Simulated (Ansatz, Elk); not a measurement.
# How far do independent atoms describe NaTaO2?, part 2 of 2

The structure of NaTaO2 used here is made up (a known structure type with other elements) and was relaxed beforehand with PBE. The aim is the Fourier transform of its all-electron density, F(hkl), set beside the sum over free spherical atoms that refinements use.

Elk 11.2.3 (patched build); all-electron DFT.

So far: Starting point; Ground state and structure factors; The highest occupied states alone.

The structure was built from a prototype and need not be the compound's stable phase.

### Step 4. Another functional

Level of this step: DFT, LDA (Perdew-Wang), all-electron APW+lo, Dirac cores, scalar-relativistic bands, static density, no spin (Elk).

The difference from free atoms is small, so it is set against the change that LDA (Perdew-Wang) makes.

Input file elk.in:

```
tasks
  0
  195

xctype
  3

spinpol
  .false.

rgkmax
  7.0

gmaxvr
  14.0

lmaxo
  7

lmaxapw
  8

swidth
  0.002

tshift
  .false.

ramdisk
  .false.

hmaxvr
  5.5

maxscl
  120

epspot
  1e-06

sppath
  './'

avec
  2.77463571052 1.60193667401 11.29981557920
  -2.77463571052 1.60193667401 11.29981557920
  0.00000000000 -3.20387334910 11.29981557904

atoms
  3
  'Ta.in'
  1
  -0.0000000000 -0.0000000000 -0.0000000000   0.000000 0.000000 0.000000
  'Na.in'
  1
  0.5000000000 0.5000000000 0.5000000000   0.000000 0.000000 0.000000
  'O.in'
  2
  0.7435382149 0.7435382149 0.7435382149   0.000000 0.000000 0.000000
  0.2564617851 0.2564617851 0.2564617851   0.000000 0.000000 0.000000

ngridk
  9 9 9
```

Started as:

```sh
> OMP_NUM_THREADS=4 elk
```

Numbers of over 12 decimals in the logs are rounded to 6 here.

Log:

```text
┌─────────────────────────┐
│ Elk code version 11.2.3 │
└─────────────────────────┘

All units are atomic (Hartree, Bohr, etc.)

┌─────────────────────────────────────────────────┐
│ Ground-state run starting from atomic densities │
└─────────────────────────────────────────────────┘

Lattice vectors :
   2.774635711       1.601936674       11.29981558
  -2.774635711       1.601936674       11.29981558
   0.000000000      -3.203873349       11.29981558

Reciprocal lattice vectors :
   1.132254098      0.6537072082      0.1853477243
[...]
interstitial                :    4.712770646
 muffin-tins (core leakage)
  species : 1 (Ta)
[...]
species : 2 (Na)
[...]
species : 3 (O)
   atom 1                    :    7.127685590     ( -0.4251655359E-05)
   atom 2                    :    7.127685590     ( -0.4251655359E-05)
 total in muffin-tins        :    95.28722935
 total calculated charge     :    99.99479961
 total charge                :    100.0000000
 error                       :   0.5200386271E-02

┌──────────────────────────────┐
│ Self-consistent loop stopped │
└──────────────────────────────┘

Wrote STATE.OUT
[key lines of the parts left out:]
total energy                :     -15928.385297660
```

It took 29 s on 4 threads of Arm Neoverse V1, shared host; peak memory 0.16 GiB; 97 s of CPU time.

Against the first run R = 0.02 %; the largest change is -0.060 at 104.

### Step 5. Basis size

A smaller basis shows how fast F responds to it; the change is likely larger than the basis error of the first run, but doesn't show convergence.

elk.in: that of step 4 with these lines changed.

```diff
@@ -5,3 +5,3 @@
 xctype
-  3
+  20
 
@@ -11,3 +11,3 @@
 rgkmax
-  7.0
+  5.5
```

Started as:

```sh
> OMP_NUM_THREADS=4 elk
```

Log:

```text
┌─────────────────────────┐
│ Elk code version 11.2.3 │
└─────────────────────────┘

All units are atomic (Hartree, Bohr, etc.)

┌─────────────────────────────────────────────────┐
│ Ground-state run starting from atomic densities │
└─────────────────────────────────────────────────┘

Lattice vectors :
   2.774635711       1.601936674       11.29981558
  -2.774635711       1.601936674       11.29981558
   0.000000000      -3.203873349       11.29981558

Reciprocal lattice vectors :
   1.132254098      0.6537072082      0.1853477243
[...]
interstitial                :    4.840418549
 muffin-tins (core leakage)
  species : 1 (Ta)
[...]
species : 2 (Na)
[...]
species : 3 (O)
   atom 1                    :    7.093221907     ( -0.1553853775E-06)
   atom 2                    :    7.093221907     ( -0.1553853775E-06)
 total in muffin-tins        :    95.15958145
 total calculated charge     :    99.99446034
 total charge                :    100.0000000
 error                       :   0.5539660813E-02

┌──────────────────────────────┐
│ Self-consistent loop stopped │
└──────────────────────────────┘

Wrote STATE.OUT
[key lines of the parts left out:]
total energy                :     -15939.072128391
```

Elapsed: 37 s, on 4 threads; peak memory 0.17 GiB; 1.9 min of CPU time.

Against the first run R = 0.04 %; the largest change is +0.074 at 1 0 10.

### Step 6. A coarser k-mesh

About half the k-points along each axis test the sampling.

elk.in: that of step 5 with these lines changed.

```diff
@@ -11,3 +11,3 @@
 rgkmax
-  5.5
+  7.0
 
@@ -62,2 +62,2 @@
 ngridk
-  9 9 9
+  4 4 4
```

Started as:

```sh
> OMP_NUM_THREADS=4 elk
```

Log:

```text
┌─────────────────────────┐
│ Elk code version 11.2.3 │
└─────────────────────────┘

All units are atomic (Hartree, Bohr, etc.)

┌─────────────────────────────────────────────────┐
│ Ground-state run starting from atomic densities │
└─────────────────────────────────────────────────┘

Lattice vectors :
   2.774635711       1.601936674       11.29981558
  -2.774635711       1.601936674       11.29981558
   0.000000000      -3.203873349       11.29981558

Reciprocal lattice vectors :
   1.132254098      0.6537072082      0.1853477243
[...]
interstitial                :    4.681416610
 muffin-tins (core leakage)
  species : 1 (Ta)
[...]
species : 2 (Na)
[...]
species : 3 (O)
   atom 1                    :    7.162356585     ( -0.1548305315E-06)
   atom 2                    :    7.162356585     ( -0.1548305315E-06)
 total in muffin-tins        :    95.31858339
 total calculated charge     :    99.99481376
 total charge                :    100.0000000
 error                       :   0.5186241299E-02

┌──────────────────────────────┐
│ Self-consistent loop stopped │
└──────────────────────────────┘

Wrote STATE.OUT
[key lines of the parts left out:]
total energy                :     -15939.190268665
```

The job ended after 17 s (4 threads; peak memory 0.17 GiB; 36 s of CPU time).

Against the first run R = 0.02 %; the largest change is +0.041 at 018.

### Step 7. Settings against the effect

| run | R against the first run (%) | R against neutral atoms, low angle (%) | wall time |
| --- | --- | --- | --- |
| PBE, rgkmax 7 | 0.00 | 0.37 | 42 s |
| LDA (Perdew-Wang) | 0.02 | 0.34 | 29 s |
| rgkmax 5.5 | 0.04 | 0.36 | 37 s |
| k-mesh 4×4×4 | 0.02 | 0.37 | 17 s |

### Step 8. Outcome

```
R against neutral atoms, sin θ/λ < 0.3 Å⁻¹ : 0.37 %
R against neutral atoms, 0.3 to 0.83 Å⁻¹   : 0.19 %
```

Independent neutral atoms miss the calculated amplitudes by R = 0.37 % below 0.3 Å⁻¹ and 0.19 % from there to 0.83 Å⁻¹; by shells, 0.01 % below 0.15 Å⁻¹ (1 form), 0.38 % 0.15 to 0.3 (8 forms), 0.09 % 0.3 to 0.45 (15 forms), 0.21 % above 0.45 (83 forms). Bonding, aspherical density and the tables' own atoms all enter these figures, and the runs don't part them. The largest change of an amplitude is -0.68 electrons, at 012. The window's part falls from 14.0 electrons at the origin to at most 1.08 between 0.45 and 0.83 Å⁻¹, where compact states inside the window still scatter. Below 0.3 Å⁻¹ the changes that finished (LDA (Perdew-Wang), rgkmax 5.5 and k-mesh 4×4×4) move F by R = 0.05 % at most, against the 0.37 % that separates it from free atoms. Spin-orbit coupling is left out, which can matter for elements this heavy. Part of the difference isn't bonding: the tables are fits to free atoms and ions calculated by other methods than this functional. Thermal motion, anomalous dispersion and extinction are left out.

[Logs are printed without paths, hosts, clocks, repeated set-up lines and the standing remarks that a program may print on its own settings, such as how far it seeks lower states.]

[Hosts, paths, dates, database ids (printed as entryN), source tags and the programs' standing remarks are cut or masked in the printed files.]
